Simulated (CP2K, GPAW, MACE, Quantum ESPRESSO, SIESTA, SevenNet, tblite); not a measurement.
# Running glassy 58SiO2-42ZnO (mol %) (67 atoms) with GPAW

How do the settings of GPAW change the result for glassy 58SiO2-42ZnO (mol %) (67 atoms)? A plane-wave run serves as the yardstick.

Program: GPAW 26.7.0. Level of theory: the method is named at each step. Results are calculated unless marked as measured.

### 1. The starting structure

The cell holds 67 atoms: 15 Si, 11 Zn and 41 O. Its edges and angles: a = 9.780 Å, b = 9.780 Å, c = 9.780 Å, α = 90.0°, β = 90.0°, γ = 90.0°. 67 atoms (15 Si, 11 Zn, 41 O) placed at random at 3.12 g/cm³, melted at 4000 K for 10 ps at fixed volume with the Morse and Coulomb pair potential with partial charges (Pedone, Malavasi, Menziani, Cormack and Segre, J. Phys. Chem. B 110, 11780 (2006)). Quenched from 4000 K to 300 K at 500 K/ps and fixed volume, held 10 ps at zero pressure. Then every atom was moved at random, 0.02 Å r.m.s. a Cartesian component.

The yardstick, on the same geometry:

```
method                                           : Kohn-Sham DFT, PBE, SSSP efficiency 1.3.0 pseudopotentials, plane waves (Quantum ESPRESSO 7.5); sssp-pbe-1.3.0-efficiency, cutoffs 60/480 Ry, Γ point
r.m.s. force component                           : 1.738 eV/Å
longest force                                    : 7.029 eV/Å
pressure                                         : 4.651 GPa
gap (highest filled to lowest empty level) : 2.243 eV
time                                             : 3.5 min on 4 MPI ranks of Arm Neoverse N1, shared host
CPU time                                         : 14 min
```

### 2. PBE, LCAO dzp, h 0.18 Å

Method: Kohn-Sham DFT, PBE, PAW, atomic orbitals (dzp).

The input, run.py:

```python
import numpy as np
from ase.io import read
from gpaw import GPAW, FermiDirac

atoms = read("structure.xyz")
atoms.calc = GPAW(
    mode="lcao",
    basis="dzp",
    h=0.18,
    xc="PBE",
    kpts={"size": (1, 1, 1), "gamma": True},
    occupations=FermiDirac(0.05),
    maxiter=200,
    symmetry={"point_group": False},
    txt="gpaw.txt",
)
energy = atoms.get_potential_energy(force_consistent=True)
forces = atoms.get_forces()
print(f"energy {energy:.6f} eV")
print("forces (eV/A)")
for i, (a, f) in enumerate(zip(atoms, forces)):
    print(f"{i:4d} {a.symbol:2s} {f[0]:10.5f} {f[1]:10.5f} {f[2]:10.5f}")
print(f"Fermi level {atoms.calc.get_fermi_level():.4f} eV")
for k in range(len(atoms.calc.get_ibz_k_points())):
    for s in range(atoms.calc.get_number_of_spins()):
        e = atoms.calc.get_eigenvalues(kpt=k, spin=s)
        n = np.searchsorted(e, atoms.calc.get_fermi_level())
        print(f"k {k} spin {s} levels about the Fermi level:", np.round(e[max(n - 6, 0):n], 4).tolist(), "|", np.round(e[n:n + 6], 4).tolist())
```

The input, structure.xyz:

```xyz
67
Lattice="9.78013 0.00000 0.00000 0.00000 9.78013 0.00000 0.00000 0.00000 9.78013" Properties=species:S:1:pos:R:3 pbc="T T T"
Si 1.81324 6.63650 0.84696
Si 1.24628 9.36770 5.56421
Si 0.62114 1.62067 3.29678
Si 8.09550 0.90055 1.48648
Si 4.73798 2.56200 8.89112
Si 6.59582 3.44681 1.49939
Si 9.39352 3.31987 7.78068
Si 4.24213 2.91908 3.59508
Si 4.28536 8.26294 1.30467
Si 0.02543 7.15407 3.41454
Si 4.89985 5.37193 7.93266
Si 2.48758 1.03660 0.82681
Si 6.44902 7.96924 8.97073
Si 9.33797 4.22120 4.85476
Si 6.23718 4.69564 5.36469
Zn 0.18876 0.72373 8.29013
Zn 2.49912 7.77198 7.85579
Zn 7.84181 5.62103 0.03883
Zn 6.54838 6.75377 3.05903
Zn 1.24570 4.22277 2.61814
Zn 6.91260 7.98303 5.72069
Zn 2.33178 3.66990 9.36506
Zn 9.63587 8.54177 9.70697
Zn 6.89186 0.75395 7.09617
Zn 4.31695 0.71346 5.89908
Zn 5.58309 0.11697 3.39860
O 5.91981 6.35532 8.81806
O 4.12497 1.38536 4.02139
O 1.28501 7.22331 9.19997
O 8.32514 2.09696 7.47593
O 1.17694 0.88236 4.58903
O 5.35932 3.11057 2.38997
O 4.04741 4.09944 8.57952
O 8.74216 0.44539 0.12812
O 6.71337 0.44822 1.90664
O 3.80789 6.40207 7.56708
O 5.20772 7.98939 2.54929
O 2.70763 9.22266 6.29126
O 6.26926 6.25126 4.96762
O 5.09154 3.84447 4.69172
O 3.42040 9.60047 1.54614
O 0.11071 3.00886 3.80075
O 7.69100 4.19255 4.95373
O 0.14289 5.58856 4.08946
O 6.01243 3.02656 9.76174
O 2.86411 3.69474 3.36554
O 8.28211 7.51564 3.31400
O 6.90057 5.02660 1.71788
O 0.87826 8.05433 4.47725
O 5.91766 4.67011 6.92502
O 9.20359 0.66446 2.57785
O 4.95285 1.71974 7.57266
O 6.85235 8.51830 7.60395
O 0.07795 3.94198 6.25625
O 7.87633 2.64435 1.55074
O 1.71309 4.92889 0.88540
[... 7 atom lines left out ...]
O 5.20665 8.63224 9.75715
O 0.86799 2.66577 8.43086
O 0.76021 7.15876 2.03906
O 3.48975 2.03769 0.12968
```

Launch:

```console
> OMP_NUM_THREADS=1 python run.py > output.txt
```

Log:

```text
energy -407.578248 eV
forces (eV/A)
   0 Si   -6.46627   -3.69106   -0.31205
   1 Si    1.99238   -2.36986   -4.25794
   2 Si   -0.90281   -5.38336   -2.53835
   3 Si   -0.05214    4.01160   -0.09689
   4 Si    1.20011    1.01301    1.26931
   5 Si   -2.75576    2.08101   -1.51346
   6 Si   -4.21711    1.90302   -1.32101
   7 Si    1.14499    2.96756   -0.44798
   8 Si    0.38895    1.48600   -1.58732
   9 Si   -0.83574    0.50620    4.52616
  10 Si    0.90196    1.74030    0.64089
  11 Si    0.05293   -6.67261   -1.32553
  12 Si   -0.78264   -3.79494    3.45580
  13 Si   -2.78555    1.04326   -2.19830
  14 Si   -0.45924    0.15902   -0.21220
  15 Zn   -0.21479    1.45827   -0.82303
  16 Zn    1.00032    0.62557   -1.36503
  17 Zn   -0.30128   -0.31815   -0.25454
  18 Zn    0.44884   -1.25488   -0.92107
  19 Zn    0.96091    0.78606   -0.18175
  20 Zn   -0.80469   -0.52434   -0.53697
  21 Zn   -2.05636    0.40719   -0.60261
  22 Zn   -0.18568   -0.89628    0.53249
  23 Zn    0.76579    1.27255    0.14476
[...]
59 O    -1.15615    2.76557    2.39118
  60 O     0.56291   -0.54655    0.18436
  61 O    -4.71132   -0.32391    4.37383
  62 O     1.36789   -0.53499    1.18578
  63 O    -0.71720    0.88931   -0.36814
  64 O     4.15190   -0.84207    1.69760
  65 O     2.08117   -0.20176   -4.06625
  66 O     1.58929    2.30687   -1.05704
Fermi level 3.2770 eV
k 0 spin 0 levels about the Fermi level: [1.621, 1.69, 1.8064, 1.9533, 2.0828, 2.2029] | [4.3488, 5.4381, 5.964, 6.2243, 6.5333, 6.8479]
```

gpaw.txt:

```text
Input parameters:
  mode=LCAO(),
  basis={'default': 'dzp'},
  h=0.18,
  kpts=MonkhorstPack(size=(1, 1, 1), gamma=True),
  maxiter=200,
  occupations=Occupations(name='fermi-dirac', width=0.05, fixmagmom=False),
  symmetry=Symmetry(point_group=False),
  xc=XC(name='PBE')
Unit cell  # Å
| periodic |        x |        y |        z |  lengths |    angles |
|----------|----------|----------|----------|----------|-----------|
|      yes | 9.780130 | 0.000000 | 0.000000 | 9.780130 | 90.000000 |
|      yes | 0.000000 | 9.780130 | 0.000000 | 9.780130 | 90.000000 |
|      yes | 0.000000 | 0.000000 | 9.780130 | 9.780130 | 90.000000 |
Number of symmetries: 1
Symmetry operations  # r_c * U_cc + t_c -> r_c
|   | kind |            matrix            |
|---|------|------------------------------|
| 0 |  E   |  1, 0, 0,  0, 1, 0,  0, 0, 1 |
BZ-sampling:
  Number of BZ points: 1
  Number of IBZ points: 1
  Monkhorst-Pack size: [1, 1, 1]
  Monkhorst-Pack shift: [0, 0, 0]
[... lines left out ...]
eigensolver:
density mixing:
  MSR1-Mixer
occupation numbers:
  Fermi-Dirac:
    width: 0.0500  # eV
FastPoissonSolver using
    Stencil: 6*3+1=19 point O(h^6) finite-difference Laplacian
xc functional:
  name: PBE with 2 nearest neighbor stencil
interpolation: tri-quintic # 5. degree polynomial
Initialization done in: 15.314 s
convergence criteria:
- Maximum [total energy] change in last 3 cyles: 0.0005 eV / valence electron
- Maximum integral of absolute [dens]ity change: 0.0001 electrons / valence electron
- Maximum integral of absolute [eigenst]ate change: 4e-08 eV^2 / valence electron
maximum number of iterations: 200
SCF iterations
|iter     |      energy | eigst |  dens |
|---------|-------------|-------|-------|
|iter:   1| -446.720433 |      c|       |
|iter:   2| -436.495844 |      c| -0.89 |
|iter:   3| -407.330490 |      c| -0.94 |
|iter:   4| -407.488469 |      c| -1.53 |
|iter:   5| -407.608475 |      c| -1.83 |
|iter:   6| -407.578977c|      c| -2.50 |
|iter:   7| -407.578511c|      c| -3.10 |
|iter:   8| -407.578268c|      c| -3.43 |
|iter:   9| -407.578251c|      c| -3.93 |
|iter:  10| -407.578248c|      c| -4.36c|
Converged in 10 steps
SCF loop duration: 166.999 s (16.700 s/step)
Energy contributions relative to reference atoms: (reference = -739444.701282)
Energy contributions:
  Kinetic:         609.005872
  Coulomb:        -508.601624
  Zero:              5.384884
  External:          0.000000
  Xc:             -513.367380
  Entropy:          -0.000000
  Spinorbit:         0.000000
  ----------------------------
  Free energy:    -407.578248
  Extrapolated:   -407.578248
dipole moment: (-83.539654, -57.816076, 58.947756)  # |e|*Ang
Fermi level: 3.277
Eigenvalues  # (at kpt = [0.000, 0.000, 0.000])
| band index |      eig [eV] | occ [0-2] |
|------------|---------------|-----------|
|          0 |       -19.375 |     2.000 |
|        ... |               |           |
|        211 |         1.538 |     2.000 |
|        212 |         1.565 |     2.000 |
[...]
|        226 |         7.173 |     0.000 |
|        ... |               |           |
|        266 |        11.294 |     0.000 |
Gap: 2.146 eV
Transition (v -> c):
  (s=0, k=0, n=218, [0.00, 0.00, 0.00]) -> (s=0, k=0, n=219, [0.00, 0.00, 0.00])
No difference between direct/indirect transitions
Force computation time: 47.398  # s
timing:  # [seconds]
  Total:  229.763  # ━━━━━━━━━━━━━━━━━━━━━━━━━━━━━━━━━━━━━━━━━━━━━━━━━━━━━━━━
  Init:    15.312  # ━━━╸
  SCF:    166.999  # ━━━━━━━━━━━━━━━━━━━━━━━━━━━━━━━━━━━━━━━━╸
  Forces:  47.398  # ━━━━━━━━━━━╸
```

Wall time 3.9 min (1 thread of Arm Neoverse N1, shared host); peak memory 1.4 GiB.

Banners, paths, timers and routine set-up lines are dropped from the logs unmarked, and long logs keep their key lines alone; longer cuts are marked.

Numbers from this run, and their distance from the reference:

| Property | Result |
| --- | --- |
| r.m.s. force component | 1.959 eV/Å |
| r.m.s. difference of force components | 337.6 meV/Å |
| longest difference of force vectors | 1117 meV/Å |
| force difference over r.m.s. force | 19.43 % |
| slope of forces against the reference's | 1.116 |
| correlation of force components | 0.9904 |
| gap (highest filled to lowest empty level) | 2.146 eV |
| gap difference | -0.0966 eV |

Length of the force difference by element (eV/Å):

| element | atoms | mean | most |
| --- | --- | --- | --- |
| O | 41 | 0.69 | 1.1 |
| Si | 15 | 0.27 | 0.48 |
| Zn | 11 | 0.15 | 0.21 |

Levels nearest the highest filled one (eV from it): -0.58, -0.51, -0.40, -0.25, -0.12, 0.00, 2.15, 3.24, 3.76, 4.02, 4.33, 4.64.

A closer look about Si1, which bears the longest force: 11 atoms, nearest first, numbered in the order of the input, with positions taken from that point.

| atom | x | y | z | distance (Å) | bonds | Fx | Fy | Fz (eV/Å) |
| --- | --- | --- | --- | --- | --- | --- | --- | --- |
| Si1 | 0.00 | 0.00 | 0.00 | 0.00 | 4 | -6.47 | -3.69 | -0.31 |
| O59 | 1.40 | 0.46 | 0.09 | 1.48 | 2 | 7.01 | 0.83 | 0.97 |
| O29 | -0.53 | 0.59 | -1.43 | 1.63 | 3 | -1.86 | 0.21 | -0.55 |
| O66 | -1.05 | 0.52 | 1.19 | 1.67 | 2 | 2.08 | -0.20 | -4.07 |
| O56 | -0.10 | -1.71 | 0.04 | 1.71 | 3 | -0.47 | 1.16 | 0.32 |
| Zn23 | -1.96 | 1.91 | -0.92 | 2.88 | 4 | -0.19 | -0.90 | 0.53 |
| Si9 | 2.47 | 1.63 | 0.46 | 2.99 | 4 | 0.39 | 1.49 | -1.59 |
| Zn20 | -0.57 | -2.41 | 1.77 | 3.05 | 4 | 0.96 | 0.79 | -0.18 |
| Zn17 | 0.69 | 1.14 | -2.77 | 3.07 | 3 | 1.00 | 0.63 | -1.37 |
| Si10 | -1.79 | 0.52 | 2.57 | 3.17 | 4 | -0.84 | 0.51 | 4.53 |
| Zn22 | 0.52 | -2.97 | -1.26 | 3.27 | 4 | -2.06 | 0.41 | -0.60 |

Atoms are counted from 1 here, from 0 in the log.

Forces lie 19 % from the reference's, at 0.28 times its CPU time (on 1 against 4 cores).

The difference per atom is largest on O (0.69 eV/Å on average, against 0.27 on Si).

### 3. PBE, LCAO sz(dzp), h 0.18 Å

Method: Kohn-Sham DFT, PBE, PAW, atomic orbitals (sz(dzp)).

run.py, as its differences from that of step 2:

```diff
@@ -7,3 +7,3 @@
     mode="lcao",
-    basis="dzp",
+    basis="sz(dzp)",
     h=0.18,
```

structure.xyz is that of step 2.

Log:

```text
energy -310.338520 eV
forces (eV/A)
   0 Si   -6.49093   -4.05127    0.52948
   1 Si    1.79805   -2.63242   -6.30179
   2 Si   -0.59688   -5.69204   -2.37346
   3 Si    0.38499    4.24988   -0.33366
   4 Si    1.31796    0.21449    1.79365
   5 Si   -3.33838    1.70080   -1.60947
   6 Si   -4.33862    3.45093   -2.49285
   7 Si    1.46277    3.87970   -0.62816
   8 Si   -0.05099    1.07515   -2.21871
   9 Si    0.33486    0.82271    4.86224
  10 Si    1.33900    1.03191    1.23636
  11 Si    0.58439   -6.33376   -0.45042
  12 Si   -1.58928   -3.03932    3.89718
  13 Si   -2.86458    0.62983   -2.67920
  14 Si   -0.34545   -1.53818   -0.19341
  15 Zn   -0.17957    0.98043   -1.09707
  16 Zn    1.15948    0.55129   -1.51072
  17 Zn   -0.00610   -0.47324   -0.52007
  18 Zn    0.35396   -1.01257   -1.29067
  19 Zn    1.40641    0.70169   -0.31298
  20 Zn   -0.67167   -0.58543   -0.39328
  21 Zn   -2.42261    0.73711   -0.59292
  22 Zn   -0.45765   -1.19103    0.62438
  23 Zn    1.07746    1.59390    0.30207
[...]
59 O    -1.41921    3.55905    2.77801
  60 O     0.58809   -0.45904    0.06592
  61 O    -6.26434    0.03136    6.85561
  62 O     3.48810   -1.15724    2.13412
  63 O    -1.19200    1.43760   -0.60172
  64 O     6.37402   -2.03130    2.99948
  65 O     2.17195   -0.07324   -4.73693
  66 O     1.36344    3.26732   -1.37579
Fermi level 4.2499 eV
k 0 spin 0 levels about the Fermi level: [2.7226, 2.8198, 2.9048, 3.0242, 3.18, 3.3063] | [5.1896, 6.4017, 6.9249, 7.2808, 7.5841, 7.8007]
```

gpaw.txt:

```text
Input parameters:
  mode=LCAO(),
  basis={'default': 'sz(dzp)'},
  h=0.18,
  kpts=MonkhorstPack(size=(1, 1, 1), gamma=True),
  maxiter=200,
  occupations=Occupations(name='fermi-dirac', width=0.05, fixmagmom=False),
  symmetry=Symmetry(point_group=False),
  xc=XC(name='PBE')
Unit cell  # Å
| periodic |        x |        y |        z |  lengths |    angles |
[... lines left out ...]
  Fermi-Dirac:
[... lines left out ...]
convergence criteria:
- Maximum [total energy] change in last 3 cyles: 0.0005 eV / valence electron
[... lines left out ...]
Converged in 10 steps
[... lines left out ...]
  Free energy:    -310.338520
  Extrapolated:   -310.338520
dipole moment: (-83.045275, -58.388424, 57.064502)  # |e|*Ang
Fermi level: 4.250
Eigenvalues  # (at kpt = [0.000, 0.000, 0.000])
| band index |      eig [eV] | occ [0-2] |
|------------|---------------|-----------|
|          0 |       -19.092 |     2.000 |
|        ... |               |           |
|        211 |         2.631 |     2.000 |
|        212 |         2.660 |     2.000 |
[...]
|        226 |         8.148 |     0.000 |
|        ... |               |           |
|        266 |        12.881 |     0.000 |
Gap: 1.883 eV
Transition (v -> c):
  (s=0, k=0, n=218, [0.00, 0.00, 0.00]) -> (s=0, k=0, n=219, [0.00, 0.00, 0.00])
No difference between direct/indirect transitions
Force computation time: 13.612  # s
timing:  # [seconds]
  Total:  85.955  # ━━━━━━━━━━━━━━━━━━━━━━━━━━━━━━━━━━━━━━━━━━━━━━━━━━━━━━━━━
  Init:   11.637  # ━━━━━━━╸
  SCF:    60.648  # ━━━━━━━━━━━━━━━━━━━━━━━━━━━━━━━━━━━━━━━━
  Forces: 13.612  # ━━━━━━━━━
```

Elapsed: 88 s, on 1 thread; peak memory 1.2 GiB.

Compared with the plane-wave run:

- r.m.s. force component: 2.574 eV/Å
- r.m.s. difference of force components: 1231 meV/Å
- longest difference of force vectors: 4013 meV/Å
- force difference over r.m.s. force: 70.85 %
- slope of forces against the reference's: 1.346
- correlation of force components: 0.9087
- gap (highest filled to lowest empty level): 1.883 eV
- gap difference: -0.3592 eV

This is a coarse setting, run to see what it loses.

Against the first run (19 %), the force difference from the reference is 71 %, at 0.38 times the CPU time, with 323 basis functions against 959: the smaller basis costs accuracy.

### 4. PBE, LCAO szp(dzp), h 0.18 Å

Method: Kohn-Sham DFT, PBE, PAW, atomic orbitals (szp(dzp)).

run.py, as its differences from that of step 3:

```diff
@@ -7,3 +7,3 @@
     mode="lcao",
-    basis="sz(dzp)",
+    basis="szp(dzp)",
     h=0.18,
```

structure.xyz is that of step 3.

Log:

```text
energy -384.964775 eV
forces (eV/A)
   0 Si   -6.50406   -3.71680   -0.48188
   1 Si    1.73971   -2.63399   -3.58801
   2 Si   -1.05647   -5.41166   -2.38638
   3 Si   -0.44209    3.60165   -0.08256
   4 Si    1.53882    0.82451    0.95209
   5 Si   -2.47280    2.15005   -1.21192
   6 Si   -4.43704    1.78225   -0.76752
   7 Si    0.65102    2.85870   -0.54018
   8 Si    0.72922    1.78036   -1.15539
   9 Si   -1.04185    0.94439    4.65464
  10 Si    0.53515    2.33966    0.62593
  11 Si   -0.11791   -6.78182   -1.57716
  12 Si   -0.46765   -3.84282    3.28945
  13 Si   -2.66492    1.20182   -1.86340
  14 Si   -0.58235    0.18240   -0.51817
  15 Zn   -0.08139    1.55274   -1.07191
  16 Zn    1.06048    0.53392   -1.24148
  17 Zn   -0.34309   -0.47087   -0.35465
  18 Zn    0.42433   -1.32694   -1.08922
  19 Zn    1.20280    0.77182   -0.19308
  20 Zn   -0.77184   -0.59083   -0.48952
  21 Zn   -2.05867    0.46680   -0.58341
  22 Zn   -0.35214   -0.86972    0.79848
  23 Zn    0.88967    1.51266    0.24052
[...]
59 O    -1.00656    2.84102    2.32965
  60 O     0.54198   -0.56927    0.15767
  61 O    -4.55348   -0.29062    4.10599
  62 O     1.37897   -0.56372    1.20993
  63 O    -0.72610    0.89549   -0.38605
  64 O     4.16129   -0.76389    1.60730
  65 O     2.04695   -0.19239   -4.03471
  66 O     1.46110    2.26473   -0.90619
Fermi level 3.6458 eV
k 0 spin 0 levels about the Fermi level: [1.9578, 2.0383, 2.1758, 2.329, 2.4484, 2.5992] | [4.6912, 5.7457, 6.2424, 6.5387, 6.862, 7.1663]
```

gpaw.txt:

```text
Input parameters:
  mode=LCAO(),
  basis={'default': 'szp(dzp)'},
  h=0.18,
  kpts=MonkhorstPack(size=(1, 1, 1), gamma=True),
  maxiter=200,
  occupations=Occupations(name='fermi-dirac', width=0.05, fixmagmom=False),
  symmetry=Symmetry(point_group=False),
  xc=XC(name='PBE')
Unit cell  # Å
| periodic |        x |        y |        z |  lengths |    angles |
[... lines left out ...]
  Fermi-Dirac:
[... lines left out ...]
convergence criteria:
- Maximum [total energy] change in last 3 cyles: 0.0005 eV / valence electron
[... lines left out ...]
Converged in 9 steps
[... lines left out ...]
  Free energy:    -384.964775
  Extrapolated:   -384.964775
dipole moment: (-83.568413, -57.468016, 59.291318)  # |e|*Ang
Fermi level: 3.646
Eigenvalues  # (at kpt = [0.000, 0.000, 0.000])
| band index |      eig [eV] | occ [0-2] |
|------------|---------------|-----------|
|          0 |       -19.376 |     2.000 |
|        ... |               |           |
|        211 |         1.859 |     2.000 |
|        212 |         1.886 |     2.000 |
[...]
|        226 |         7.557 |     0.000 |
|        ... |               |           |
|        266 |        11.834 |     0.000 |
Gap: 2.092 eV
Transition (v -> c):
  (s=0, k=0, n=218, [0.00, 0.00, 0.00]) -> (s=0, k=0, n=219, [0.00, 0.00, 0.00])
No difference between direct/indirect transitions
Force computation time: 34.368  # s
timing:  # [seconds]
  Total:  162.966  # ━━━━━━━━━━━━━━━━━━━━━━━━━━━━━━━━━━━━━━━━━━━━━━━━━━━━━━━━
  Init:    12.646  # ━━━━╸
  SCF:    115.889  # ━━━━━━━━━━━━━━━━━━━━━━━━━━━━━━━━━━━━━━━━
  Forces:  34.368  # ━━━━━━━━━━━━
```

It took 2.7 min on 1 thread; peak memory 1.4 GiB.

Compared with the plane-wave run:

```
r.m.s. force component                           : 1.918 eV/Å
r.m.s. difference of force components            : 340.4 meV/Å
longest difference of force vectors              : 904.1 meV/Å
force difference over r.m.s. force               : 19.59 %
slope of forces against the reference's          : 1.09
correlation of force components                  : 0.9875
gap (highest filled to lowest empty level) : 2.092 eV
gap difference                                   : -0.1505 eV
```

This is a coarse setting, run to see what it loses.

Against the first run (19 %), the force difference from the reference is 20 %, at 0.71 times the CPU time, with 636 basis functions against 959.

[end of part 1 of 2]

[Also dropped from logs without a mark: logging warnings of Python, and SIESTA's first energy breakdown and zero terms.]

[Logs are printed without paths, hosts, clocks, repeated set-up lines and the standing remarks that a program may print on its own settings, such as how far it seeks lower states.]

[Hosts, paths, dates, database ids (printed as entryN), source tags and the programs' standing remarks are cut or masked in the printed files.]
